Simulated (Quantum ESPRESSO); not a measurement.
# Lithium (Im-3m): from the cell to the phonon bands, part 2 of 3

How does Lithium (Im-3m) vibrate, and is this structure a minimum?

Quantum ESPRESSO 7.5; DFT LDA, scalar-relativistic, plane waves, PseudoDojo norm-conserving pseudopotentials.

So far. Step 2 (A first look): No gap opens on this mesh, so smearing is kept; the start stands at -1.5 GPa. Step 4 (Ground state): The cell stands at -0.015 GPa, close enough for phonons. The relaxed cell has a = 3.365 Å (conventional setting).

## Step 5: Linear response on the mesh

Linear response treats each wavevector in the unit cell, with no supercell; the 4×4×4 mesh fixes the range of the force constants to be had.

The input, ph.in:

```
phonons
&INPUTPH
  prefix       = 'x'
  outdir       = './tmp'
  fildyn       = 'x.dyn'
  tr2_ph       = 1.0d-18
  alpha_mix(1) = 0.4
  nmix_ph      = 8
  ldisp        = .true.
  nq1          = 4
  nq2          = 4
  nq3          = 4
/
```

Started as:

```console
OMP_NUM_THREADS=1 mpirun -n 4 ph.x -nk 4 -in ph.in > ph.out
```

The log of the run:

```text
[banners, grids, parts of the stress and lines that vanish by symmetry left out]
[banner, memory and clock lines left out]
Program PHONON v.7.5

     ./tmp/x.save/

     IMPORTANT: XC functional enforced from input :
     Exchange-correlation= PW
                           (   1   4   0   0   0   0   0)
     Any further DFT definition will be discarded
     Please, verify this is what you really want

     G-vector sticks info

     Reading collected, re-writing distributed wavefunctions in ./tmp/

     Dynamical matrices for ( 4, 4, 4)  uniform grid of q-points
     (   8 q-points):
       N         xq(1)         xq(2)         xq(3)
       1   0.000000000   0.000000000   0.000000000
       2   0.000000000  -0.216506351   0.216506351
       3   0.000000000   0.433012702  -0.433012702
       4  -0.216506351   0.649519053  -0.433012702
[...]
Number and degeneracy of irreps per q-point
       N         xq(1)         xq(2)         xq(3)   N irreps
       1   0.000000000   0.000000000   0.000000000       1
        3
       2   0.000000000  -0.216506351   0.216506351       3
     No degeneracy
       3   0.000000000   0.433012702  -0.433012702       3
     No degeneracy
       4  -0.216506351   0.649519053  -0.433012702       3
     No degeneracy
       5   0.000000000   0.000000000   0.433012702       2
        1   2
       6   0.000000000   0.649519053  -0.216506351       3
     No degeneracy
       7   0.433012702  -0.433012702   0.433012702       1
        3
       8   0.000000000   0.000000000  -0.866025404       1
        3

     Calculation of q =    0.0000000   0.0000000   0.0000000

     phonons

     bravais-lattice index     =            0
     lattice parameter (alat)  =       5.5064  a.u.
     unit-cell volume          =     128.5259 (a.u.)^3
     number of atoms/cell      =            1
     number of atomic types    =            1
     kinetic-energy cut-off    =      81.0000  Ry
     charge density cut-off    =     324.0000  Ry
     convergence threshold     =      1.0E-18
     beta                      =       0.4000
     number of iterations used =            8
     Exchange-correlation= PW
                           (   1   4   0   0   0   0   0)

     celldm(1)=    5.50644  celldm(2)=    0.00000  celldm(3)=    0.00000
     celldm(4)=    0.00000  celldm(5)=    0.00000  celldm(6)=    0.00000

     crystal axes: (cart. coord. in units of alat)
               a(1) = (  0.5774  0.5774  0.5774 )
               a(2) = ( -0.5774  0.5774  0.5774 )
               a(3) = ( -0.5774 -0.5774  0.5774 )

     reciprocal axes: (cart. coord. in units 2 pi/alat)
               b(1) = (  0.8660  0.0000  0.8660 )
               b(2) = ( -0.8660  0.8660  0.0000 )
               b(3) = (  0.0000 -0.8660  0.8660 )

     Atoms inside the unit cell:

     Cartesian axes

     site n.  atom      mass           positions (alat units)
        1  Li      6.9400   tau(    1) = (    0.00000    0.00000    0.00000  )

     Computing dynamical matrix for
                    q = (   0.0000000   0.0000000   0.0000000 )

     49 Sym.Ops. (with q -> -q+G )

     G cutoff =  248.8439  (  12623 G-vectors)     FFT grid: ( 32, 32, 32)

     number of k points=   145  Marzari-Vanderbilt smearing, width (Ry)=  0.0200

     PseudoPot. # 1 for Li read from file:
     ./pseudo/Li.upf
     Pseudo is Norm-conserving, Zval =  3.0

     Mode symmetry, O_h (m-3m)  point group:

     Atomic displacements:
     There are    1 irreducible representations

     Representation     1      3 modes -  To be done

     Alpha used in Ewald sum =   2.8000

     Representation #   1 modes #   1   2   3

     Self-consistent Calculation
      iter #   1   av.it.:   5.1
      thresh= 1.000E-02 alpha_mix =  0.400 |ddv_scf|^2 =  2.110E-07
      iter #   2   av.it.:   7.7
      thresh= 4.593E-05 alpha_mix =  0.400 |ddv_scf|^2 =  6.335E-08
      iter #   3   av.it.:   8.4
      thresh= 2.517E-05 alpha_mix =  0.400 |ddv_scf|^2 =  3.387E-11
      iter #   4   av.it.:   8.2
      thresh= 5.820E-07 alpha_mix =  0.400 |ddv_scf|^2 =  3.157E-12
[...]
End of self-consistent calculation

     Convergence has been achieved

     Number of q in the star =    1
     List of q in the star:
[...]
Diagonalizing the dynamical matrix

     q = (    0.000000000   0.000000000   0.000000000 )

 **************************************************************************
     freq (    1) =       0.131376 [THz] =       4.382240 [cm-1]
     freq (    2) =       0.131376 [THz] =       4.382240 [cm-1]
     freq (    3) =       0.131376 [THz] =       4.382240 [cm-1]
 **************************************************************************

     Mode symmetry, O_h (m-3m)  point group:

     freq (   1-   3) =          4.4  [cm-1]   --> T_1u G_15  G_4- I

     Calculation of q =    0.0000000  -0.2165064   0.2165064
     [... set-up and bands at k+q left out ...]

     Mode symmetry, C_2v (mm2)  point group:

     Atomic displacements:
     There are    3 irreducible representations

     Representation     1      1 modes -  To be done

     Representation     2      1 modes -  To be done

     Representation     3      1 modes -  To be done

     Message from routine init_vloc:
     Interpolation table for Vloc re-allocated

     Alpha used in Ewald sum =   2.8000

     Representation #   1 mode #   1

     Self-consistent Calculation

[...]
[... iterations left out ...]
[...]
End of self-consistent calculation

     Convergence has been achieved

     Representation #   2 mode #   2

     Self-consistent Calculation

[...]
[... iterations left out ...]
[...]
End of self-consistent calculation

     Convergence has been achieved

     Representation #   3 mode #   3

     Self-consistent Calculation

[...]
[... iterations left out ...]
[...]
End of self-consistent calculation

     Convergence has been achieved

     Number of q in the star =   12
     List of q in the star:
[...]
Diagonalizing the dynamical matrix

     q = (    0.000000000  -0.216506351   0.216506351 )

 **************************************************************************
     freq (    1) =       0.987605 [THz] =      32.942967 [cm-1]
     freq (    2) =       4.068242 [THz] =     135.701931 [cm-1]
     freq (    3) =       7.023170 [THz] =     234.267720 [cm-1]
 **************************************************************************

     Mode symmetry, C_2v (mm2)  point group:

     freq (   1-   1) =         32.9  [cm-1]   --> B_1  D_3  S_3
     freq (   2-   2) =        135.7  [cm-1]   --> B_2  D_4  S_4
     freq (   3-   3) =        234.3  [cm-1]   --> A_1  D_1  S_1

     Calculation of q =    0.0000000   0.4330127  -0.4330127
     [... set-up and bands at k+q left out ...]

     Mode symmetry, D_2h (mmm)  point group:

     Atomic displacements:
     There are    3 irreducible representations

[...]
Alpha used in Ewald sum =   2.8000

     Representation #   1 mode #   1

[...]
[... iterations left out ...]
[...]
Convergence has been achieved

[...]
Convergence has been achieved

[...]
Convergence has been achieved

     Number of q in the star =    6
     List of q in the star:
[...]
Diagonalizing the dynamical matrix

     q = (    0.000000000   0.433012702  -0.433012702 )

[...]
freq (    1) =       1.511351 [THz] =      50.413256 [cm-1]
     freq (    2) =       5.711302 [THz] =     190.508537 [cm-1]
     freq (    3) =      10.060065 [THz] =     335.567633 [cm-1]
[...]
Mode symmetry, D_2h (mmm)  point group:

     freq (   1-   1) =         50.4  [cm-1]   --> B_2u
     freq (   2-   2) =        190.5  [cm-1]   --> B_1u
     freq (   3-   3) =        335.6  [cm-1]   --> B_3u

     Calculation of q =   -0.2165064   0.6495191  -0.4330127
     [... set-up and bands at k+q left out ...]

     Mode symmetry, C_s (m)     point group:

     Atomic displacements:
     There are    3 irreducible representations

[...]
Alpha used in Ewald sum =   2.8000

[...]
Convergence has been achieved

[...]
Convergence has been achieved

[...]
Convergence has been achieved

     Number of q in the star =   24
     List of q in the star:
[...]
Diagonalizing the dynamical matrix

     q = (   -0.216506351   0.649519053  -0.433012702 )

[...]
freq (    1) =       3.815749 [THz] =     127.279692 [cm-1]
     freq (    2) =       7.761116 [THz] =     258.882959 [cm-1]
     freq (    3) =       9.293811 [THz] =     310.008161 [cm-1]
[...]
Mode symmetry, C_s (m)     point group:

     freq (   1-   1) =        127.3  [cm-1]   --> A'
     freq (   2-   2) =        258.9  [cm-1]   --> A''
     freq (   3-   3) =        310.0  [cm-1]   --> A'

     Calculation of q =    0.0000000   0.0000000   0.4330127
     [... set-up and bands at k+q left out ...]

     Mode symmetry, C_4v (4mm)  point group:

     Atomic displacements:
     There are    2 irreducible representations

[...]
Alpha used in Ewald sum =   2.8000

[...]
Convergence has been achieved

     Representation #   2 modes #   2   3

[...]
Convergence has been achieved

     Number of q in the star =    6
     List of q in the star:
[...]
Diagonalizing the dynamical matrix

     q = (    0.000000000   0.000000000   0.433012702 )

[...]
freq (    1) =       6.745313 [THz] =     224.999432 [cm-1]
     freq (    2) =       6.925463 [THz] =     231.008582 [cm-1]
     freq (    3) =       6.925463 [THz] =     231.008582 [cm-1]
[...]
Mode symmetry, C_4v (4mm)  point group:

     freq (   1-   1) =        225.0  [cm-1]   --> A_1  G_1 D_1
     freq (   2-   3) =        231.0  [cm-1]   --> E    G_5 D_5

     Calculation of q =    0.0000000   0.6495191  -0.2165064
     [... set-up and bands at k+q left out ...]

     Mode symmetry, C_2v (mm2)  point group:

     Atomic displacements:
     There are    3 irreducible representations

[...]
Alpha used in Ewald sum =   2.8000

[...]
Convergence has been achieved

     Representation #   2 mode #   2

[...]
Convergence has been achieved

     Representation #   3 mode #   3

[...]
Convergence has been achieved

     Number of q in the star =   12
     List of q in the star:
[...]
Diagonalizing the dynamical matrix

     q = (    0.000000000   0.649519053  -0.216506351 )

[...]
freq (    1) =       6.727411 [THz] =     224.402267 [cm-1]
     freq (    2) =       8.733202 [THz] =     291.308260 [cm-1]
     freq (    3) =       9.777909 [THz] =     326.155929 [cm-1]
[...]
Mode symmetry, C_2v (mm2)  point group:

     freq (   1-   1) =        224.4  [cm-1]   --> A_1  D_1  S_1
     freq (   2-   2) =        291.3  [cm-1]   --> B_1  D_3  S_3
     freq (   3-   3) =        326.2  [cm-1]   --> B_2  D_4  S_4

     Calculation of q =    0.4330127  -0.4330127   0.4330127
     [... set-up and bands at k+q left out ...]

     Mode symmetry, T_d (-43m)  point group:

     Atomic displacements:
     There are    1 irreducible representations

     Representation     1      3 modes -  To be done

     Alpha used in Ewald sum =   2.8000

     Representation #   1 modes #   1   2   3

     Self-consistent Calculation

[...]
[... iterations left out ...]
[...]
End of self-consistent calculation

     Convergence has been achieved

     Number of q in the star =    2
     List of q in the star:
[...]
2   0.433012702  -0.433012702  -0.433012702

     Diagonalizing the dynamical matrix

     q = (    0.433012702  -0.433012702   0.433012702 )

[...]
freq (    1) =       8.219030 [THz] =     274.157325 [cm-1]
     freq (    2) =       8.219030 [THz] =     274.157325 [cm-1]
     freq (    3) =       8.219030 [THz] =     274.157325 [cm-1]
[...]
Mode symmetry, T_d (-43m)  point group:

     freq (   1-   3) =        274.2  [cm-1]   --> T_2  G_15 P_4

     Calculation of q =    0.0000000   0.0000000  -0.8660254
     [... set-up and bands at k+q left out ...]

     Mode symmetry, O_h (m-3m)  point group:

     Atomic displacements:
     There are    1 irreducible representations

     Representation     1      3 modes -  To be done

     Alpha used in Ewald sum =   2.8000

     Representation #   1 modes #   1   2   3

     Self-consistent Calculation

      iter #   1   av.it.:   5.4
      thresh= 1.000E-02 alpha_mix =  0.400 |ddv_scf|^2 =  4.572E-07

      [... iterations left out ...]
      iter #   8   av.it.:   7.3
      thresh= 4.503E-10 alpha_mix =  0.400 |ddv_scf|^2 =  4.508E-21

     End of self-consistent calculation

     Convergence has been achieved

     Number of q in the star =    1
     List of q in the star:
          1   0.000000000   0.000000000  -0.866025404

     Diagonalizing the dynamical matrix

     q = (    0.000000000   0.000000000  -0.866025404 )

 **************************************************************************
     freq (    1) =      10.297280 [THz] =     343.480293 [cm-1]
     freq (    2) =      10.297280 [THz] =     343.480293 [cm-1]
     freq (    3) =      10.297280 [THz] =     343.480293 [cm-1]
 **************************************************************************

     Mode symmetry, O_h (m-3m)  point group:

     freq (   1-   3) =        343.5  [cm-1]   --> T_1u G_15  G_4-


[key lines of the parts left out:]
the Fermi energy is     1.0276 ev
```

Run time: 8 min. Hardware: 4 MPI ranks of Arm Neoverse V1, shared host.

Numbers from this step:

```
largest acoustic frequency at the zone centre before the sum rule  : 4.38 cm⁻¹
lowest mode on the q mesh (acoustic ones at the zone centre apart) : 32.94 cm⁻¹
```

Frequencies (cm⁻¹) at each irreducible wavevector; negative means imaginary. Frequencies by wavevector:

| q (fractions) | star | mode 1 | mode 2 | mode 3 |
| --- | --- | --- | --- | --- |
| 0 0 0 | 1 | 4.38 | 4.38 | 4.38 |
| 0 0 0.25 | 12 | 32.94 | 135.7 | 234.3 |
| 0 0 -0.5 | 6 | 50.41 | 190.5 | 335.6 |
| 0 0.25 -0.5 | 24 | 127.3 | 258.9 | 310 |
| 0.25 0.25 0.25 | 6 | 225 | 231 | 231 |
| 0.25 0.25 -0.5 | 12 | 224.4 | 291.3 | 326.2 |
| 0.25 -0.25 0.25 | 2 | 274.2 | 274.2 | 274.2 |
| -0.5 -0.5 -0.5 | 1 | 343.5 | 343.5 | 343.5 |

The acoustic modes at Γ come out as far as 4.4 cm⁻¹ from zero, where they should vanish, a small numerical error.

## Step 6: Force constants in real space

The dynamical matrices of the mesh are Fourier-transformed to force constants in real space.

The input, q2r.in:

```
&INPUT
  fildyn = 'x.dyn'
  zasr   = 'simple'
  flfrc  = 'x.fc'
/
```

Started as:

```console
q2r.x < q2r.in > q2r.out
```

The log of the run:

```text
[banners, grids, parts of the stress and lines that vanish by symmetry left out]
[banner, memory and clock lines left out]
Program Q2R v.7.5

  reading grid info from file x.dyn0

  reading force constants from file x.dyn1
  Dielectric Tensor not found
  nqs=            1
 q=   0.00000000  0.00000000  0.00000000
  reading force constants from file x.dyn2
  nqs=           12
 q=   0.00000000 -0.21650635  0.21650635
[...]
reading force constants from file x.dyn7
  nqs=            2
[...]
q=   0.43301270 -0.43301270 -0.43301270
  reading force constants from file x.dyn8
  nqs=            1
 q=   0.00000000  0.00000000 -0.86602540

      q-space grid ok, #points =   64

      fft-check success (sum of imaginary terms < 10^-12)
```

It took 0.46 s on 1 thread.

## Step 7: Dispersion

From the force constants any wavevector is cheap; points of the mesh come back as solved, but for the sum rule and, in polar crystals, the LO-TO term at Γ; the rest is interpolation.

The input, matdyn.in:

```
&INPUT
  asr              = 'simple'
  flfrc            = 'x.fc'
  flfrq            = 'x.freq'
  flvec            = 'x.modes'
  q_in_band_form   = .true.
  q_in_cryst_coord = .true.
/
8
  0.0000000   0.0000000   0.0000000  12  ! GAMMA
  0.5000000   0.5000000  -0.5000000  12  ! H
  0.5000000  -0.0000000  -0.5000000  12  ! N
  0.0000000   0.0000000   0.0000000  12  ! GAMMA
  0.7500000   0.2500000  -0.2500000  12  ! P
  0.5000000   0.5000000  -0.5000000   1  ! H
  0.7500000   0.2500000  -0.2500000  12  ! P
  0.5000000  -0.0000000  -0.5000000   1  ! N
```

Started as:

```console
matdyn.x -in matdyn.in > matdyn.out
```

The log of the run:

```text
[banner, memory and clock lines left out]
Program MATDYN v.7.5

 mass for atomic type   1 not given; uses mass from file x.fc
     Message from routine matdyn:
     Z* not found in file x.fc, TO-LO splitting at q=0 will be absent!
     Message from routine matdyn:
     Z* not found in file x.fc, TO-LO splitting at q=0 will be absent!

Note: The following floating-point exceptions are signalling: IEEE_UNDERFLOW_FLAG
```

Elapsed: 0.46 s, on 1 thread.

Read from the output:

| Quantity | Value |
| --- | --- |
| lowest frequency on the path | -13.21 cm⁻¹ |

[end of part 2 of 3]

[Host names and launcher messages were left out of these logs when they were recorded.]

[Logs are printed without paths, hosts, clocks, repeated set-up lines and the standing remarks that a program may print on its own settings, such as how far it seeks lower states.]

[Hosts, paths, dates, database ids (printed as entryN), source tags and the programs' standing remarks are cut or masked in the printed files.]
